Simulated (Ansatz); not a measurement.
# InRh (Pm-3m): Grüneisen parameters

Does InRh (Pm-3m) expand much on heating, by its phonons?

Program: Ansatz 0.2.0. Level of theory: DFT PBEsol, scalar-relativistic, plane waves, PAW; PAW set soft_1. Values are calculated unless marked as measured.

Report form: inputs, costs, results and the conclusion, without the logs.

## 1. The structure

It takes space group Pm-3m (No. 221, cubic). Conventional cell: a = 3.189 Å, b = 3.189 Å, c = 3.189 Å, α = 90.00°, β = 90.00°, γ = 90.00°. In has 8 Rh at 2.76 Å nearest. Nearest to Rh lie 8 In at 2.76 Å. Farther neighbours, and contacts between anions beyond the nearest, are not listed.

## 2. The dispersion

Stability and thermal properties need the whole zone. Linear response on a 4×4×4 q mesh gives force constants as far as a supercell of that size would.

The input, input.yaml:

```yaml
crystal:
  lattice:
    - [3.1889689132, 0.0, 0.0]
    - [0.0, 3.1889689132, 0.0]
    - [0.0, 0.0, 3.1889689132]
  atoms:
    - { symbol: In, position: [0.5, 0.5, 0.5] }
    - { symbol: Rh, position: [0.0, 0.0, 0.0] }
kpoints:
  mp_grid: { grid: [16, 16, 16] }
hamiltonian:
  xc: pbesol
  pseudopotentials: { kind: paw, azcp: { folder: soft_1 }, xc_functional: pbe }
scf:
  occupations: { method: methfessel_paxton, width: 0.2 }
output:
  eigenvalues: true
phonons:
  method: dfpt
  qmesh: [4, 4, 4]
  temperatures: { t_max: 1000, t_step: 50 }
  qpath:
    path:
      - [[0.0, 0.0, 0.0], [0.0, 0.5, 0.0], [0.5, 0.5, 0.0], [0.0, 0.0, 0.0], [0.5, 0.5, 0.5], [0.0, 0.5, 0.0]]
      - [[0.5, 0.5, 0.5], [0.5, 0.5, 0.0]]
    npoints: 10
```

On the command line:

```console
> ansatz run input.yaml --threads 4 --pin off --max-ram 10240MiB --backend cpu --events-out ev --progress --plain --runs-dir out
```

Wall time 9.7 min (4 threads of Arm Neoverse V1, shared host); peak memory 3.5 GiB; 38 min of CPU time.

This step gave:

```yaml
volume_per_atom: 16.22 Å³
gap_on_the_k_mesh: 0 eV
sum_rule_residual_before_enforcement: 7.81e-5 eV/Å²
lowest_frequency_on_the_path: 0 cm⁻¹
point_group: m-3m
highest_frequency_on_path_mesh_or_solved_points: 210.3 cm⁻¹
mean_frequency: 137.5 cm⁻¹
debye_temperature_second_moment: 267 K
logarithmic_mean_frequency: 130.5 cm⁻¹
highest_optical_mode_at_the_zone_centre_no_lo_to_term: 178.2 cm⁻¹
lowest_optical_zone_centre_mode: 178.2 cm⁻¹
lowest_mode_on_the_q_mesh_acoustic_modes_at_gamma_apart: 65.61 cm⁻¹
zero_point_energy_per_atom: 25.57 meV
heat_capacity_at_300_k: 23.98 J/(mol atoms K)
vibrational_entropy_at_300_k: 37.13 J/(mol atoms K)
```

Frequencies (cm⁻¹) solved at each irreducible wavevector; negative means imaginary. Frequencies by wavevector, by row:

| q in reciprocal lattice units | star | mode 1 | mode 2 | mode 3 | mode 4 | mode 5 | mode 6 |
| --- | --- | --- | --- | --- | --- | --- | --- |
| 0 0 0 | 1 | 0 | 0 | 0 | 178.2 | 178.2 | 178.2 |
| 0 0 0.25 | 6 | 69.1 | 69.1 | 108.2 | 162 | 162 | 188.3 |
| 0 0 -0.5 | 3 | 115.8 | 115.8 | 127.4 | 127.4 | 168.6 | 187.4 |
| 0 0.25 0.25 | 12 | 65.6 | 88.4 | 138.6 | 150.5 | 161.3 | 193 |
| 0 0.25 -0.5 | 12 | 94.5 | 106.5 | 120 | 123.5 | 192.7 | 195.2 |
| 0 -0.5 -0.5 | 3 | 86.6 | 86.6 | 119.3 | 125.3 | 210.3 | 210.3 |
| 0.25 0.25 0.25 | 8 | 92.4 | 92.4 | 127.7 | 170.9 | 177.4 | 177.4 |
| 0.25 0.25 -0.5 | 12 | 101.9 | 102.2 | 118.8 | 149.4 | 187.4 | 193 |
| 0.25 -0.5 -0.5 | 6 | 108.5 | 108.5 | 118.4 | 147 | 193.3 | 193.3 |
| -0.5 -0.5 -0.5 | 1 | 126.5 | 126.5 | 126.5 | 169 | 169 | 169 |

Symmetry leaves 10 wavevectors to solve. The lowest mode among them, the acoustic zeros apart, lies at q = (0, 0.25, 0.25) and is real, 65.6 cm⁻¹.

## 3. Relaxing at another volume, volume ratio 0.97

The volume is scaled by 0.97 and held; symmetry leaves nothing to relax, so this is a single point. The modes can then be followed against volume.

input.yaml, the sections that differ from step 2:

```yaml
crystal:
  lattice:
    - [3.1567549035, 0.0, 0.0]
    - [0.0, 3.1567549035, 0.0]
    - [0.0, 0.0, 3.1567549035]
  atoms:
    - { symbol: In, position: [0.5, 0.5, 0.5] }
    - { symbol: Rh, position: [0.0, 0.0, 0.0] }
output:
  forces: true
  stress: true
  eigenvalues: true
# kpoints, hamiltonian, scf: as in step 2
# phonons: removed
```

It took 1.8 s on 4 threads; peak memory 0.38 GiB; 5.9 s of CPU time.

Read from the output:

| Property | Result |
| --- | --- |
| pressure | 5.741 GPa |
| volume per atom | 15.73 Å³ |

The run ends at a pressure of 5.74 GPa.

## 4. Phonons at the other volume, volume ratio 0.97

The phonons are repeated at this volume on the same meshes, so that differences come from the volume alone.

input.yaml, as its differences from that of step 3:

```diff
@@ -16,4 +16,11 @@
 output:
-  forces: true
-  stress: true
   eigenvalues: true
+phonons:
+  method: dfpt
+  qmesh: [4, 4, 4]
+  temperatures: { t_max: 1000, t_step: 50 }
+  qpath:
+    path:
+      - [[0.0, 0.0, 0.0], [0.0, 0.5, 0.0], [0.5, 0.5, 0.0], [0.0, 0.0, 0.0], [0.5, 0.5, 0.5], [0.0, 0.5, 0.0]]
+      - [[0.5, 0.5, 0.5], [0.5, 0.5, 0.0]]
+    npoints: 10
```

Run time: 9.7 min. Hardware: 4 threads; peak memory 3.5 GiB; 37 min of CPU time.

This step gave:

```
sum-rule residual before enforcement                    : 8.98e-5 eV/Å²
highest frequency on path, mesh or solved points        : 226.8 cm⁻¹
mean frequency                                          : 147.8 cm⁻¹
Debye temperature (second moment)                       : 287 K
logarithmic mean frequency                              : 140.1 cm⁻¹
highest optical mode at the zone centre (no LO-TO term) : 192.3 cm⁻¹
lowest optical zone-centre mode                         : 192.3 cm⁻¹
lowest mode on the q mesh (acoustic modes at Γ apart)   : 68.15 cm⁻¹
zero-point energy per atom                              : 27.49 meV
heat capacity at 300 K                                  : 23.84 J/(mol atoms K)
vibrational entropy at 300 K                            : 35.43 J/(mol atoms K)
```

Frequencies (cm⁻¹) solved at each irreducible wavevector; negative means imaginary. Frequencies by wavevector, by row:

| q in reciprocal lattice units | star | mode 1 | mode 2 | mode 3 | mode 4 | mode 5 | mode 6 |
| --- | --- | --- | --- | --- | --- | --- | --- |
| 0 0 0 | 1 | 0 | 0 | 0 | 192.3 | 192.3 | 192.3 |
| 0 0 0.25 | 6 | 74.3 | 74.3 | 115.5 | 175.1 | 175.1 | 201.6 |
| 0 0 -0.5 | 3 | 127.2 | 127.2 | 136.5 | 136.5 | 180.7 | 197.9 |
| 0 0.25 0.25 | 12 | 68.2 | 95.4 | 150.2 | 162.8 | 171.3 | 208.4 |
| 0 0.25 -0.5 | 12 | 101.3 | 111.9 | 131 | 132.6 | 207.9 | 209.4 |
| 0 -0.5 -0.5 | 3 | 89.8 | 89.8 | 128.6 | 136.1 | 226.8 | 226.8 |
| 0.25 0.25 0.25 | 8 | 98.7 | 98.7 | 135.2 | 184.2 | 191.7 | 191.7 |
| 0.25 0.25 -0.5 | 12 | 107.5 | 108.1 | 132.1 | 159 | 202.9 | 207.4 |
| 0.25 -0.5 -0.5 | 6 | 115.8 | 115.8 | 131.7 | 156.7 | 208.5 | 208.5 |
| -0.5 -0.5 -0.5 | 1 | 141 | 141 | 141 | 179.2 | 179.2 | 179.2 |

The highest optical mode at the zone centre (no LO-TO term) is 192.3 cm⁻¹, +14.1 cm⁻¹ against the base run.

## 5. Relaxing at another volume, volume ratio 1.03

The volume is scaled by 1.03 and held; symmetry leaves nothing to relax, so this is a single point. The modes can then be followed against volume.

input.yaml, the sections that differ from step 4:

```yaml
crystal:
  lattice:
    - [3.2205449164, 0.0, 0.0]
    - [0.0, 3.2205449164, 0.0]
    - [0.0, 0.0, 3.2205449164]
  atoms:
    - { symbol: In, position: [0.5, 0.5, 0.5] }
    - { symbol: Rh, position: [0.0, 0.0, 0.0] }
output:
  forces: true
  stress: true
  eigenvalues: true
# kpoints, hamiltonian, scf: as in step 4
# phonons: removed
```

It took 1.7 s on 4 threads; peak memory 0.38 GiB.

Numbers from this step:

| Quantity | Value |
| --- | --- |
| pressure | -4.788 GPa |
| volume per atom | 16.70 Å³ |

The run ends at a pressure of -4.79 GPa.

## 6. Phonons at the other volume, volume ratio 1.03

input.yaml, as its differences from that of step 5:

```diff
@@ -16,4 +16,11 @@
 output:
-  forces: true
-  stress: true
   eigenvalues: true
+phonons:
+  method: dfpt
+  qmesh: [4, 4, 4]
+  temperatures: { t_max: 1000, t_step: 50 }
+  qpath:
+    path:
+      - [[0.0, 0.0, 0.0], [0.0, 0.5, 0.0], [0.5, 0.5, 0.0], [0.0, 0.0, 0.0], [0.5, 0.5, 0.5], [0.0, 0.5, 0.0]]
+      - [[0.5, 0.5, 0.5], [0.5, 0.5, 0.0]]
+    npoints: 10
```

Wall time 10 min (4 threads); peak memory 3.6 GiB; 39 min of CPU time.

Numbers from this step:

| Property | Result |
| --- | --- |
| sum-rule residual before enforcement | 8.76e-5 eV/Å² |
| highest frequency on path, mesh or solved points | 194.5 cm⁻¹ |
| mean frequency | 127.5 cm⁻¹ |
| Debye temperature (second moment) | 247 K |
| logarithmic mean frequency | 121.1 cm⁻¹ |
| highest optical mode at the zone centre (no LO-TO term) | 164.7 cm⁻¹ |
| lowest optical zone-centre mode | 164.7 cm⁻¹ |
| lowest mode on the q mesh (acoustic modes at Γ apart) | 63.15 cm⁻¹ |
| zero-point energy per atom | 23.72 meV |
| heat capacity at 300 K | 24.12 J/(mol atoms K) |
| vibrational entropy at 300 K | 38.91 J/(mol atoms K) |

The highest optical mode at the zone centre (no LO-TO term) is 164.7 cm⁻¹, -13.5 cm⁻¹ against the base run.

## 7. Grüneisen parameters

The Grüneisen parameter of a mode is minus the logarithmic change of its frequency with volume, −d ln ω / d ln V; weighted by heat capacity it gives the expansion.

This step gave:

```yaml
bulk_modulus: 175.4 GPa
```

Phonon branches along the path, in cm⁻¹:

| point | branch 1 | branch 2 | branch 3 | branch 4 | branch 5 | branch 6 |
| --- | --- | --- | --- | --- | --- | --- |
| Γ | 0 | 0 | 0 | 178 | 178 | 178 |
| halfway | 69 | 69 | 108 | 162 | 162 | 188 |
| X | 116 | 116 | 127 | 127 | 169 | 187 |
| halfway | 94 | 106 | 120 | 124 | 193 | 195 |
| M | 87 | 87 | 119 | 125 | 210 | 210 |
| halfway | 66 | 88 | 138 | 150 | 161 | 193 |
| Γ | 0 | 0 | 0 | 178 | 178 | 178 |
| halfway | 92 | 92 | 128 | 171 | 177 | 177 |
| R | 126 | 126 | 126 | 169 | 169 | 169 |
| halfway | 102 | 102 | 119 | 149 | 188 | 193 |
| X | 116 | 116 | 127 | 127 | 169 | 187 |
| jump to R | 126 | 126 | 126 | 169 | 169 | 169 |
| halfway | 108 | 108 | 118 | 147 | 193 | 193 |
| M | 87 | 87 | 119 | 125 | 210 | 210 |

The same for volume x 0.97:

| point | branch 1 | branch 2 | branch 3 | branch 4 | branch 5 | branch 6 |
| --- | --- | --- | --- | --- | --- | --- |
| Γ | 0 | 0 | 0 | 192 | 192 | 192 |
| X | 127 | 127 | 136 | 136 | 181 | 198 |
| M | 90 | 90 | 129 | 136 | 227 | 227 |
| Γ | 0 | 0 | 0 | 192 | 192 | 192 |
| R | 141 | 141 | 141 | 179 | 179 | 179 |
| X | 127 | 127 | 136 | 136 | 181 | 198 |
| R | 141 | 141 | 141 | 179 | 179 | 179 |
| M | 90 | 90 | 129 | 136 | 227 | 227 |

The same for volume x 1.03:

| point | branch 1 | branch 2 | branch 3 | branch 4 | branch 5 | branch 6 |
| --- | --- | --- | --- | --- | --- | --- |
| Γ | 0 | 0 | 0 | 165 | 165 | 165 |
| X | 104 | 104 | 119 | 119 | 157 | 178 |
| M | 83 | 83 | 110 | 115 | 194 | 194 |
| Γ | 0 | 0 | 0 | 165 | 165 | 165 |
| R | 112 | 112 | 112 | 159 | 159 | 159 |
| X | 104 | 104 | 119 | 119 | 157 | 178 |
| R | 112 | 112 | 112 | 159 | 159 | 159 |
| M | 83 | 83 | 110 | 115 | 194 | 194 |

Mode Grueneisen parameter -dln(w)/dln(V), modes matched by rank; at Γ the acoustic branches take the value of a neighbouring point of the path. The mode Grüneisen parameters at the labelled points ():

| point | branch 1 | branch 2 | branch 3 | branch 4 | branch 5 | branch 6 |
| --- | --- | --- | --- | --- | --- | --- |
| Γ | 2.26 | 2.26 | 2.24 | 2.58 | 2.58 | 2.58 |
| halfway | 2.51 | 2.51 | 2.20 | 2.66 | 2.66 | 2.29 |
| X | 3.28 | 3.28 | 2.33 | 2.33 | 2.34 | 1.80 |
| halfway | 2.42 | 1.64 | 3.05 | 2.42 | 2.58 | 2.36 |
| M | 1.27 | 1.27 | 2.54 | 2.86 | 2.56 | 2.56 |
| halfway | 1.30 | 2.62 | 2.81 | 2.68 | 2.00 | 2.61 |
| Γ | 1.18 | 2.25 | 2.50 | 2.58 | 2.58 | 2.58 |
| halfway | 2.24 | 2.24 | 1.93 | 2.54 | 2.62 | 2.62 |
| R | 3.82 | 3.82 | 3.82 | 1.95 | 1.95 | 1.95 |
| halfway | 1.87 | 1.87 | 3.75 | 2.08 | 2.69 | 2.43 |
| X | 3.28 | 3.28 | 2.33 | 2.33 | 2.34 | 1.80 |
| jump to R | 3.82 | 3.82 | 3.82 | 1.95 | 1.95 | 1.95 |
| halfway | 2.23 | 2.23 | 3.73 | 2.13 | 2.54 | 2.54 |
| M | 1.27 | 1.27 | 2.54 | 2.86 | 2.56 | 2.56 |

(dS/dlnV)/C_V. Thermodynamic Grueneisen parameter against temperature:

| temperature (K) | thermodynamic Grueneisen parameter |
| --- | --- |
| 50 | 2.34 |
| 100 | 2.40 |
| 150 | 2.41 |
| 200 | 2.41 |
| 250 | 2.41 |
| 300 | 2.41 |
| 350 | 2.42 |
| 400 | 2.42 |
| 450 | 2.42 |
| 500 | 2.42 |
| 550 | 2.42 |
| 600 | 2.42 |
| 650 | 2.42 |
| 700 | 2.42 |
| 750 | 2.42 |
| 800 | 2.42 |
| 850 | 2.42 |
| 900 | 2.42 |
| 950 | 2.42 |
| 1000 | 2.42 |

Gamma C_V/(B V) at the static volume. Volume expansion against temperature:

| temperature (K) | volume expansion (1e-6/K) |
| --- | --- |
| 50 | 11.9 |
| 100 | 25.2 |
| 150 | 30.1 |
| 200 | 32.2 |
| 250 | 33.2 |
| 300 | 33.8 |
| 350 | 34.2 |
| 400 | 34.4 |
| 450 | 34.6 |
| 500 | 34.7 |
| 550 | 34.8 |
| 600 | 34.9 |
| 650 | 34.9 |
| 700 | 34.9 |
| 750 | 35.0 |
| 800 | 35 |
| 850 | 35.0 |
| 900 | 35.0 |
| 950 | 35.1 |
| 1000 | 35.1 |

## 8. Outcome

| Property | Result |
| --- | --- |
| bulk modulus | 175 GPa |
| thermodynamic Grüneisen parameter at 300 K | 2.414 |
| volume expansion at 300 K, estimated | 33.8 × 10⁻⁶ K⁻¹ |

What this shows: By this estimate the volume grows by 33.8 × 10⁻⁶ per kelvin at 300 K. The highest optical mode at Γ goes from 192 to 165 cm⁻¹ as the cell grows, a Grüneisen parameter of 2.59. Mode parameters on the path run from 1.2 to 3.9, with a median of 2.5. Branches are matched by rank, so values near crossings are rough. The expansion is the Grüneisen estimate at the static volume, with the static bulk modulus. With no gap, or one that is small against the smearing, the frequencies hang on the k mesh and the smearing, most of all near Kohn anomalies. The PAW files were made for PBE and serve the other functionals too. A phonon run warned that its eigensolver left some bands unconverged in a pass.

[Long decimals in the printed logs are rounded to 6 places.]

[Logs are printed without paths, hosts, clocks, repeated set-up lines and the standing remarks that a program may print on its own settings, such as how far it seeks lower states.]

[Hosts, paths, dates, database ids (printed as entryN), source tags and the programs' standing remarks are cut or masked in the printed files.]

[Where the starting crystal was built by hand or by swapping elements, it need not be the compound's stable phase.]
